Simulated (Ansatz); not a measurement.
# Phonons of MgO (Periclase, Fm-3m) against volume

Aim: how do the optical modes of MgO (Periclase, Fm-3m) move with volume?

Main program and level: Ansatz 0.2.0; DFT PBEsol, scalar-relativistic, plane waves, PAW; PAW set soft_1.

The database entry behind the starting cell differs from later determinations by our own check (about 0.1 % long), so it need not match the best structure at ambient conditions.

## 1. Starting point

Symmetry: Fm-3m, No. 225, cubic system. The conventional cell has a = 4.217 Å, b = 4.217 Å, c = 4.217 Å, α = 90.00°, β = 90.00°, γ = 90.00°. O has 6 Mg at 2.11 Å nearest. Mg has 6 O at 2.11 Å nearest. Farther neighbours and most contacts between anions are not listed.

## 2. Bringing the structure to rest

The cell and atoms are relaxed, since residual forces and stress would shift the frequencies.

The input, input.yaml:

```yaml
crystal:
  lattice:
    - [0.0, 2.1085, 2.1085]
    - [2.1085, 0.0, 2.1085]
    - [2.1085, 2.1085, 0.0]
  atoms:
    - { symbol: O, position: [0.5, 0.5, 0.5] }
    - { symbol: Mg, position: [0.0, 0.0, 0.0] }
kpoints:
  mp_grid: { grid: [10, 10, 10] }
hamiltonian:
  xc: pbesol
  pseudopotentials: { kind: paw, azcp: { folder: soft_1 }, xc_functional: pbe }
scf:
  occupations: { method: gaussian, width: 0.02 }
output:
  forces: true
  stress: true
  eigenvalues: true
  write_density: true
  write_potential: true
  elf: true
  volumetric_format: npy
relax:
  adjacent_minimum: "off"
  f_tol: 0.005
  max_steps: 80
  cell: { stress_tol: 0.05 }
```

Started as:

```console
$ ansatz run input.yaml --threads 4 --pin off --max-ram 10240MiB --backend cpu --events-out ev --progress --plain --runs-dir out
```

Numbers of over 12 decimals in the logs are rounded to 6 here.

The log of the run:

```text
Engine: ansatz 0.2.0, aarch64-unknown-linux-gnu
Pseudopotentials: kind: paw
Pseudopotential: O, paw, valence charge 6, recommended cutoff 420 eV (normal), soft_1/O.paw.azcp
Pseudopotential: Mg, paw, valence charge 10, recommended cutoff 420 eV (normal), soft_1/Mg.paw.azcp
Functional definition: PBEsol
  exchange = pbesol_x
  correlation = pbesol_c
Crystal: 2 atoms, lattice volume = 18.748 Å³
Basis set: ecut = 420 eV, 339 PW (Γ), exchange–correlation on 40×40×40 points (8 copies of the dense FFT grid, shifted against one another)
Bands: 12, of which v1, the nominal top of the filled ones, is band 8 counted from 1 (7 counted from 0)
Symmetry: 48 space group operations
Space group: Fm-3m (ITA 225), of the structure as read, at distance tolerance 2.7e-5 Å
k-points: 47 of 1000
Non-local potential: O, projectors of the file, l = 0: 2, l = 1: 2, l = 2: 1
Non-local potential: Mg, projectors of the file, l = 0: 3, l = 1: 2, l = 2: 1
PAW form: soft (Blöchl's): semilocal exchange-correlation on the pseudo side does not see the compensation charge
PAW frozen core: O, regenerated for the run's functional, and the local potential with it (the file was generated under x = pbe(κ = 0.804, μ = 0.219515), c = pbe(β = 0.066725))
PAW frozen core: Mg, regenerated for the run's functional, and the local potential with it (the file was generated under x = pbe(κ = 0.804, μ = 0.219515), c = pbe(β = 0.066725))
PAW one-centre angular grid: O, 110 points (default); XC on 64 Gauss nodes
PAW one-centre angular grid: Mg, 110 points (default); XC on 64 Gauss nodes
Initial density: superposition of atomic densities (chi_scale 0.1, normalization cell, long waves kept (reshape's long-wave potential 0.00 eV rms))
Initial wavefunctions: pseudopotential atomic-orbital guess
Functional: x = pbesol(κ = 0.804, μ = 0.123457), c = pbesol(β = 0.046)
SCF iter   1: F=—  HF=-2475.877999 eV  |F-HF|=—  |Δ(HF+E_count)|=         —  Δρ=7.13e-2  dr2=4.75e-1  ethr=3.10e-3  ⟨swp⟩=6.0  Hψ=3431  notcnv=0
preconditioner: auto → none  [insulator: Δε(μ)=4.249 eV  Ē_g=18.141 eV  σ=0.020 eV  W_gap=1.00  n_scr=8 (ndim 8)  ℏωp=24.3 eV  f_vac=0.000  D(μ)=0.00/eV (n_scr^D=0)  ε∞_Penn≈2.8]
SCF iter   2: F=—  HF=-2475.836635 eV  |F-HF|=—  |Δ(HF+E_count)|=   4.14e-2  Δρ=2.70e-2  dr2=7.78e-2  ethr=2.97e-3  ⟨swp⟩=2.7  Hψ=1238  notcnv=0
SCF iter   3: F=—  HF=-2475.871802 eV  |F-HF|=—  |Δ(HF+E_count)|=   3.52e-2  Δρ=5.01e-3  dr2=3.49e-3  ethr=4.86e-4  ⟨swp⟩=2.6  Hψ=1011  notcnv=0
SCF iter   4: F=—  HF=-2475.874229 eV  |F-HF|=—  |Δ(HF+E_count)|=   2.43e-3  Δρ=4.04e-4  dr2=1.94e-5  ethr=2.18e-5  ⟨swp⟩=2.2  Hψ=1068  notcnv=0
SCF iter   5: F=—  HF=-2475.874204 eV  |F-HF|=—  |Δ(HF+E_count)|=   2.50e-5  Δρ=9.90e-5  dr2=1.16e-6  ethr=1.21e-7  ⟨swp⟩=2.1  Hψ=936  notcnv=0
SCF iter   6: F=-2475.874204 eV  HF=-2475.874204 eV  |F-HF|=2.09e-9  |Δ(HF+E_count)|=   3.25e-7  Δρ=7.16e-6  dr2=2.28e-9  ethr=6.25e-10  ⟨swp⟩=9.6  Hψ=4095  notcnv=0
SCF 1 converged in 6 iterations: F = -2475.874204 eV  dr2 = 2.28e-9
  greatest PAW one-centre occupation: 1.000 electrons in one spin orbital (limit 2), on the Mg atom at site 1 (counted from 0), in its partial waves of l = 0
relax step   1: F+E_penalty+E_count = -2475.87420394 eV  Δ(F+E_penalty+E_count) = +0.000e0 eV  max|allowed force component| = 8.119e-30 eV/Å  Δτ_max = 0.0000 Å  P = -0.234 GPa  Ω = 18.748 Å³  (6 SCF iters, dr2 threshold 1.00e-7 eV, accepted)
Crystal: 2 atoms, lattice volume = 18.736 Å³
Initial density: handed on by an earlier stage of this run
Initial wavefunctions: those handed on with the density
iter 1 solved again at ethr=4.08e-9 eV; its pass at ethr=3.10e-3 eV (dr2=6.52e-7 eV) is discarded
SCF iter   1: F=—  HF=-2475.874266 eV  |F-HF|=—  |Δ(HF+E_count)|=         —  Δρ=6.86e-5  dr2=6.04e-7  ethr=4.08e-9  ⟨swp⟩=2.2  Hψ=3932  notcnv=0
preconditioner: auto → none  [insulator: Δε(μ)=4.613 eV  Ē_g=18.362 eV  σ=0.020 eV  W_gap=1.00  n_scr=8 (ndim 8)  ℏωp=24.3 eV  f_vac=0.000  D(μ)=0.00/eV (n_scr^D=0)  ε∞_Penn≈2.7]
iter 2 did not close the SCF: its close was put off for the readings that it lacked (scf_convergence_deferred on its scf_iter line)
SCF iter   2: F=-2475.874246 eV  HF=-2475.874246 eV  |F-HF|=2.07e-8  |Δ(HF+E_count)|=   1.93e-5  Δρ=2.33e-5  dr2=6.73e-8  ethr=3.78e-9  ⟨swp⟩=2.6  Hψ=808  notcnv=0
iter 3 did not close the SCF: its close was put off for the readings that it lacked (scf_convergence_deferred on its scf_iter line)
SCF iter   3: F=-2475.874246 eV  HF=-2475.874246 eV  |F-HF|=6.15e-10  |Δ(HF+E_count)|=   1.38e-9  Δρ=4.00e-6  dr2=1.64e-9  ethr=4.21e-10  ⟨swp⟩=2.1  Hψ=714  notcnv=0
iter 4 did not close the SCF: its close was put off for the readings that it lacked (scf_convergence_deferred on its scf_iter line)
SCF iter   4: F=-2475.874246 eV  HF=-2475.874246 eV  |F-HF|=6.37e-12  |Δ(HF+E_count)|=  8.63e-10  Δρ=3.43e-7  dr2=2.09e-11  ethr=1.02e-11  ⟨swp⟩=2.3  Hψ=746  notcnv=0
iter 5 did not close the SCF: its close was put off for the readings that it lacked (scf_convergence_deferred on its scf_iter line)
SCF iter   5: F=-2475.874246 eV  HF=-2475.874246 eV  |F-HF|=4.55e-13  |Δ(HF+E_count)|=  1.36e-12  Δρ=1.03e-7  dr2=6.03e-13  ethr=1.00e-12  ⟨swp⟩=1.0  Hψ=564  notcnv=0
SCF iter   6: F=-2475.874246 eV  HF=-2475.874246 eV  |F-HF|=9.09e-13  |Δ(HF+E_count)|=  4.55e-13  Δρ=6.52e-9  dr2=2.98e-15  ethr=1.00e-12  ⟨swp⟩=3.5  Hψ=2127  notcnv=0
SCF 2 converged in 6 iterations: F = -2475.874246 eV  dr2 = 2.98e-15
relax step   2: F+E_penalty+E_count = -2475.87424650 eV  Δ(F+E_penalty+E_count) = -4.256e-5 eV  max|allowed force component| = 8.562e-30 eV/Å  Δτ_max = 0.0000 Å  P = -0.133 GPa  Ω = 18.736 Å³  energy of the carried Pulay correction = +2.916e-5 eV  (6 SCF iters, dr2 threshold 1.37e-7 eV, accepted)
Crystal: 2 atoms, lattice volume = 18.721 Å³
iter 1 solved again at ethr=6.92e-9 eV; its pass at ethr=3.10e-3 eV (dr2=1.11e-6 eV) is discarded
SCF iter   1: F=—  HF=-2475.874311 eV  |F-HF|=—  |Δ(HF+E_count)|=         —  Δρ=8.79e-5  dr2=1.05e-6  ethr=6.92e-9  ⟨swp⟩=2.2  Hψ=3931  notcnv=0
preconditioner: auto → none  [insulator: Δε(μ)=4.621 eV  Ē_g=18.371 eV  σ=0.020 eV  W_gap=1.00  n_scr=8 (ndim 8)  ℏωp=24.3 eV  f_vac=0.000  D(μ)=0.00/eV (n_scr^D=0)  ε∞_Penn≈2.7]
SCF iter   2: F=—  HF=-2475.874291 eV  |F-HF|=—  |Δ(HF+E_count)|=   1.95e-5  Δρ=2.94e-5  dr2=1.19e-7  ethr=6.53e-9  ⟨swp⟩=2.7  Hψ=855  notcnv=0
iter 3 did not close the SCF: its close was put off for the readings that it lacked (scf_convergence_deferred on its scf_iter line)
SCF iter   3: F=-2475.874291 eV  HF=-2475.874291 eV  |F-HF|=9.35e-10  |Δ(HF+E_count)|=  6.32e-10  Δρ=5.41e-6  dr2=3.08e-9  ethr=7.42e-10  ⟨swp⟩=2.1  Hψ=704  notcnv=0
iter 4 did not close the SCF: its close was put off for the readings that it lacked (scf_convergence_deferred on its scf_iter line)
SCF iter   4: F=-2475.874291 eV  HF=-2475.874291 eV  |F-HF|=1.82e-12  |Δ(HF+E_count)|=   1.36e-9  Δρ=3.92e-7  dr2=2.00e-11  ethr=1.93e-11  ⟨swp⟩=2.2  Hψ=718  notcnv=0
iter 5 did not close the SCF: its close was put off for the readings that it lacked (scf_convergence_deferred on its scf_iter line)
SCF iter   5: F=-2475.874291 eV  HF=-2475.874291 eV  |F-HF|=9.09e-13  |Δ(HF+E_count)|=  4.09e-12  Δρ=3.74e-8  dr2=1.29e-13  ethr=1.00e-12  ⟨swp⟩=1.1  Hψ=568  notcnv=0
SCF iter   6: F=-2475.874291 eV  HF=-2475.874291 eV  |F-HF|=4.55e-13  |Δ(HF+E_count)|=  4.55e-13  Δρ=1.37e-8  dr2=1.57e-14  ethr=1.00e-12  ⟨swp⟩=3.5  Hψ=2113  notcnv=0
SCF 3 converged in 6 iterations: F = -2475.874291 eV  dr2 = 1.57e-14
relax step   3: F+E_penalty+E_count = -2475.87429139 eV  Δ(F+E_penalty+E_count) = -4.489e-5 eV  max|allowed force component| = 7.995e-30 eV/Å  Δτ_max = 0.0000 Å  P = +0.000 GPa  Ω = 18.721 Å³  energy of the carried Pulay correction = +6.765e-5 eV  (6 SCF iters, accepted)
Initial wavefunctions: pseudopotential atomic-orbital guess (no wavefunctions were taken with the density)
iter 1 solved again at ethr=1.16e-7 eV; its pass at ethr=3.10e-3 eV (dr2=1.85e-5 eV) is discarded
SCF iter   1: F=—  HF=-2475.874221 eV  |F-HF|=—  |Δ(HF+E_count)|=         —  Δρ=1.36e-5  dr2=4.83e-9  ethr=1.16e-7  ⟨swp⟩=3.4  Hψ=5120  notcnv=0
eigensolver tolerance schedule: the retry pair's looser diagonalisation over-reported the residual by 3837.88 of it (diagonalisation noise at 0.17 of the residual, at the tolerance the schedule requests for it); recorded, not acted on — ethr = c·dr2/N_el stays at c = 1.0e-1
preconditioner: auto → none  [insulator: Δε(μ)=4.620 eV  Ē_g=18.371 eV  σ=0.020 eV  W_gap=1.00  n_scr=8 (ndim 8)  ℏωp=24.3 eV  f_vac=0.000  D(μ)=0.00/eV (n_scr^D=0)  ε∞_Penn≈2.7]
SCF iter   2: F=—  HF=-2475.874201 eV  |F-HF|=—  |Δ(HF+E_count)|=   1.98e-5  Δρ=6.46e-6  dr2=9.36e-10  ethr=3.02e-11  ⟨swp⟩=2.8  Hψ=1077  notcnv=0
SCF iter   3: F=—  HF=-2475.874201 eV  |F-HF|=—  |Δ(HF+E_count)|=   1.68e-9  Δρ=9.78e-7  dr2=2.40e-11  ethr=5.85e-12  ⟨swp⟩=2.0  Hψ=752  notcnv=0
iter 4 did not close the SCF: its close was put off for the readings that it lacked (scf_convergence_deferred on its scf_iter line)
SCF iter   4: F=-2475.874201 eV  HF=-2475.874201 eV  |F-HF|=1.36e-12  |Δ(HF+E_count)|=  4.18e-11  Δρ=1.27e-7  dr2=4.45e-13  ethr=1.00e-12  ⟨swp⟩=1.5  Hψ=639  notcnv=0
iter 5 did not close the SCF: its close was put off for the readings that it lacked (scf_convergence_deferred on its scf_iter line)
SCF iter   5: F=-2475.874201 eV  HF=-2475.874201 eV  |F-HF|=0.00e0  |Δ(HF+E_count)|=  2.27e-12  Δρ=4.66e-8  dr2=6.65e-14  ethr=1.00e-12  ⟨swp⟩=1.0  Hψ=564  notcnv=0
iter 6 did not close the SCF: its close was put off for the readings that it lacked (scf_convergence_deferred on its scf_iter line)
SCF iter   6: F=-2475.874201 eV  HF=-2475.874201 eV  |F-HF|=4.55e-13  |Δ(HF+E_count)|=  4.55e-13  Δρ=5.07e-9  dr2=1.55e-15  ethr=1.00e-12  ⟨swp⟩=1.0  Hψ=564  notcnv=0
iter 7 did not close the SCF: its close was put off for the readings that it lacked (scf_convergence_deferred on its scf_iter line)
SCF iter   7: F=-2475.874201 eV  HF=-2475.874201 eV  |F-HF|=9.09e-13  |Δ(HF+E_count)|=  4.55e-13  Δρ=2.65e-10  dr2=4.87e-18  ethr=1.00e-12  ⟨swp⟩=1.0  Hψ=564  notcnv=0
SCF iter   8: F=-2475.874201 eV  HF=-2475.874201 eV  |F-HF|=0.00e0  |Δ(HF+E_count)|=  4.55e-13  Δρ=3.33e-10  dr2=6.94e-18  ethr=1.00e-12  ⟨swp⟩=2.0  Hψ=1558  notcnv=0
SCF 4 converged in 8 iterations: F = -2475.874201 eV  dr2 = 6.94e-18
relax step   4: F+E_penalty+E_count = -2475.87420073 eV  Δ(F+E_penalty+E_count) = +9.065e-5 eV  max|allowed force component| = 8.152e-30 eV/Å  Δτ_max = 0.0000 Å  P = -0.008 GPa  Ω = 18.721 Å³  stress off target by 8.06e-3 GPa  SCF on the basis re-selected at this cell (its energy is not comparable with the rows above)  (8 SCF iters)
basis re-selected at this cell: Δ(F+E_penalty+E_count) = +9.065e-5 eV, ΔP = -0.008 GPa vs the last step (what re-selecting the basis moved, of the pressure what is left beyond the Pulay correction that the steps carried, after the strain that the cell walked since its last selection, with what the two solves' SCF thresholds leave and, on support functions, any second-order correction that the steps lacked; it is no m [...]
SCF converged after 8 iterations
Free energy (F): -2475.874201 eV
Harris-Foulkes:  -2475.874201 eV  (|F-HF|=0.00e0)
Internal energy: -2475.874201 eV  (E = F + TS)
E sigma→0 (E₀):  -2475.874201 eV
Fermi energy:    10.218994 eV
--- Per-component energies (eV) ---
  E_band       = -293.710497
  E_kinetic    = 242.684174
  E_local      = -1692.758961  (includes V_loc(G=0)·N_el)
  E_nonlocal   = 247.638913
  E_hartree    = 560.583728
  E_xc         = -99.357432
  E_vxc        = -127.982448  (∫ρ·V_xc dr)
  E_paw        = -446.281283  (= ΣΔE_a)
  E_vpaw       = -84.460363  (= ΣTr[D̂ρ^β])
  E_aug_tail   = 0.000732  (compensation charges beyond the density's cutoff)
  E_ewald      = -1288.478222
  E_core_change = 0.094150  (= ΣΔE_core)
  E_smearing   = -0.000000  (= −TS)
  E_closure    = 0.000000  (closes the sum)
  Σ components = -2475.874201   (vs F -2475.874201, Δ=0.00e0)
--- Forces (eV/Å), atoms counted from 1 ---
  atom   1  O      0.00000000    -0.00000000     0.00000000
  atom   2  Mg    -0.00000000     0.00000000     0.00000000
  max |Σ_I F_I| component: 1.63e-29 eV/Å
--- Stress (GPa, compression-positive) ---
       -0.008064      -0.000000      -0.000000
       -0.000000      -0.008064      -0.000000
       -0.000000      -0.000000      -0.008064
  P = ⅓ Tr σ = -0.0081 GPa (-0.081 kbar)
--- Band table (eV; the first three rows and the last of 47) ---
  k-point 0: bands = [... 4 lower, -9.2709, 7.9088, 7.9088, 7.9088, 12.5291, 23.5484, 23.5484, 23.5484]
  k-point 1: bands = [... 4 lower, -9.1599, 7.2477, 7.8411, 7.8411, 13.1625, 22.2774, 23.7860, 23.7860]
  k-point 2: bands = [... 4 lower, -8.8550, 5.9154, 7.6697, 7.6697, 14.3548, 20.7658, 24.2699, 24.2699]
  k-point 46: bands = [... 4 lower, -7.6442, 4.5521, 5.3632, 6.1644, 18.7521, 19.6342, 19.9395, 23.6952]
--- Relaxed structure (3 steps of the walk, 3 accepted, 1 SCFs on fresh bases) ---
  F+E_penalty+E_count = -2475.87420073 eV   max|allowed force component| = 8.152e-30 eV/Å   (the final SCF, on the basis selected at the relaxed cell)
  cell:  # Å, volume = 18.7207 Å³
    - [0, 2.107483, 2.107483]
    - [2.107483, 0, 2.107483]
    - [2.107483, 2.107483, 0]
  atoms:
    - { symbol: O, position: [0.5, 0.5, 0.5] }
    - { symbol: Mg, position: [0, 0, 0] }
```

Elapsed: 2.2 s, on 4 threads of Arm Neoverse N1, shared host; peak memory 0.27 GiB.

Little changed from the start: no atom moved by 0.005 Å and no cell edge by 0.1 %.

Numbers from this step:

* pressure: -0.008064 GPa
* gap on the k-mesh: 4.620 eV
* volume per atom: 9.360 Å³

ELF in the ac plane of the conventional cell at fractional y = 0.000, with atoms of O and Mg within 0.2 Å of it. It is the smooth field of the valence electrons, not physical close to the nuclei.

Values, 14 rows by 14 columns, each cell a mean:
```
0.22 0.30 0.15 0.24 0.68 0.79 0.65 0.56 0.75 0.79 0.49 0.12 0.24 0.26
0.27 0.20 0.07 0.20 0.57 0.77 0.79 0.79 0.80 0.71 0.39 0.09 0.12 0.24
0.13 0.11 0.08 0.13 0.33 0.57 0.68 0.70 0.65 0.46 0.21 0.08 0.09 0.12
0.51 0.47 0.32 0.16 0.13 0.20 0.24 0.25 0.22 0.15 0.11 0.21 0.39 0.49
0.79 0.76 0.62 0.32 0.08 0.07 0.15 0.18 0.12 0.06 0.15 0.46 0.71 0.79
0.69 0.78 0.76 0.47 0.11 0.20 0.30 0.28 0.27 0.12 0.22 0.65 0.80 0.75
0.41 0.69 0.79 0.51 0.13 0.27 0.22 0.14 0.28 0.18 0.25 0.70 0.79 0.56
0.56 0.75 0.79 0.49 0.12 0.24 0.26 0.22 0.30 0.15 0.24 0.68 0.79 0.65
0.79 0.80 0.71 0.39 0.09 0.12 0.24 0.27 0.20 0.07 0.20 0.57 0.77 0.79
0.70 0.65 0.46 0.21 0.08 0.09 0.12 0.13 0.11 0.08 0.13 0.33 0.57 0.68
0.25 0.22 0.15 0.11 0.21 0.39 0.49 0.51 0.47 0.32 0.16 0.13 0.20 0.24
0.18 0.12 0.06 0.15 0.46 0.71 0.79 0.79 0.76 0.62 0.32 0.08 0.07 0.15
0.28 0.27 0.12 0.22 0.65 0.80 0.75 0.69 0.78 0.76 0.47 0.11 0.20 0.30
0.14 0.28 0.18 0.25 0.70 0.79 0.56 0.41 0.69 0.79 0.51 0.13 0.27 0.22
```
Columns run along a (4.2 Å), rows up along c (4.2 Å), edges of the conventional cell, whose origin can differ from the input's. Atoms in or near the plane, at fractional coordinates: O at (0.50, 0.00), O at (0.00, 0.50), Mg at (0.00, 0.00), Mg at (0.50, 0.50).

Valence density in the ac plane of the conventional cell at fractional y = 0.000, with atoms of O and Mg within 0.2 Å of it. It is the smooth field of the valence electrons, not physical close to the nuclei.

Ten steps, logarithmic in the rise over the least value, from '0' (0 e/Å³) to '9' (26 e/Å³), each cell a mean:
```
97202467531158
53001345420015
10000122210001
11000001000001
43100023100123
65310378610245
76411599831257
75311589720246
54200155300134
22100011000012
10000011100000
31001234310002
86102456531037
98312577641159
```
Columns run along a (4.2 Å), rows up along c (4.2 Å), edges of the conventional cell, whose origin can differ from the input's. Atoms in or near the plane, at fractional coordinates: O at (0.50, 0.00), O at (0.00, 0.50), Mg at (0.00, 0.00), Mg at (0.50, 0.50).

Electrostatic potential energy in the ac plane of the conventional cell at fractional y = 0.000, with atoms of O and Mg within 0.2 Å of it. With pseudopotentials it is smooth inside the atoms' cores, unlike the true potential.

Ten even steps from '_' (-76 eV) to '@' (11 eV), each cell a mean:
```
__::##@@@@##++==++%%@@%%++__
==**%%@@@@@@##**%%@@@@@@##++
%%@@@@@@@@@@@@@@@@@@@@@@@@%%
@@@@@@@@@@@@@@@@@@@@@@@@@@@@
%%@@@@@@@@%%##**##@@@@@@@@%%
++**@@@@@@**::..==##@@@@%%++
==++%%@@%%==____..**@@@@**==
==++%%@@%%++____::##@@@@##++
**%%@@@@@@##++==**%%@@@@@@##
@@@@@@@@@@@@%%%%@@@@@@@@@@@@
@@@@@@@@@@@@@@@@@@@@@@@@@@@@
**##@@@@@@@@%%%%@@@@@@@@%%##
..==##@@@@%%++++**@@@@@@**::
__..**@@@@**====++%%@@%%==__
```
Columns run along a (4.2 Å; values clipped at the 3rd and 97th percentile), rows up along c (4.2 Å), edges of the conventional cell, whose origin can differ from the input's. Atoms in or near the plane, at fractional coordinates: O at (0.50, 0.00), O at (0.00, 0.50), Mg at (0.00, 0.00), Mg at (0.50, 0.50).

In this step the volume went from 9.37 to 9.36 Å³/atom.

## 3. Tight relaxation

Phonons need small forces and stress, so the relaxation is finished with tight tolerances on 12×12×12 k points.

The input, input.yaml:

```yaml
crystal:
  lattice:
    - [0.0, 2.1074832132, 2.1074832132]
    - [2.1074832132, 0.0, 2.1074832132]
    - [2.1074832132, 2.1074832132, 0.0]
  atoms:
    - { symbol: O, position: [0.5, 0.5, 0.5] }
    - { symbol: Mg, position: [0.0, 0.0, 0.0] }
kpoints:
  mp_grid: { grid: [12, 12, 12] }
hamiltonian:
  xc: pbesol
  pseudopotentials: { kind: paw, azcp: { folder: soft_1 }, xc_functional: pbe }
scf:
  occupations: { method: fixed }
output:
  forces: true
  stress: true
  eigenvalues: true
relax:
  adjacent_minimum: "off"
  f_tol: 0.001
  max_steps: 60
  cell: { stress_tol: 0.01 }
```

The log of the run:

```text
[...]
Crystal: 2 atoms, lattice volume = 18.721 Å³
Basis set: ecut = 420 eV, 339 PW (Γ), exchange–correlation on 40×40×40 points (8 copies of the dense FFT grid, shifted against one another)
Bands: 12, of which v1, the nominal top of the filled ones, is band 8 counted from 1 (7 counted from 0)
Symmetry: 48 space group operations
[...]
k-points: 72 of 1728
[...]
k-point 71: bands = [... 4 lower, -7.6378, 4.9361, 4.9361, 6.1251, 19.3973, 19.3973, 19.9585, 23.2874]
--- Relaxed structure (1 steps of the walk, 1 accepted, 1 SCFs on fresh bases) ---
[...]
cell:  # Å, volume = 18.7207 Å³
    - [0.0, 2.1074832132, 2.1074832132]
    - [2.1074832132, 0.0, 2.1074832132]
    - [2.1074832132, 2.1074832132, 0.0]
  atoms:
    - { symbol: O, position: [0.5, 0.5, 0.5] }
    - { symbol: Mg, position: [0.0, 0.0, 0.0] }
[key lines of the parts left out:]
SCF converged after 6 iterations
Free energy (F): -2475.874240 eV
Fermi energy:    7.908775 eV
P = ⅓ Tr σ = -0.0054 GPa (-0.054 kbar)
```

The job ended after 1.5 s (4 threads; peak memory 0.27 GiB; 4.8 s of CPU time).

Little changed from the start: no atom moved by 0.005 Å and no cell edge by 0.1 %.

This step gave:

- pressure: -0.005360 GPa

The forces vanish by symmetry and the pressure is -0.005 GPa, within the tolerances set. The cell now holds 9.36 Å³/atom.

(Part 1 of 3 ends here.)

[Logs are printed without paths, hosts, clocks, repeated set-up lines and the standing remarks that a program may print on its own settings, such as how far it seeks lower states.]

[Hosts, paths, dates, database ids (printed as entryN), source tags and the programs' standing remarks are cut or masked in the printed files.]
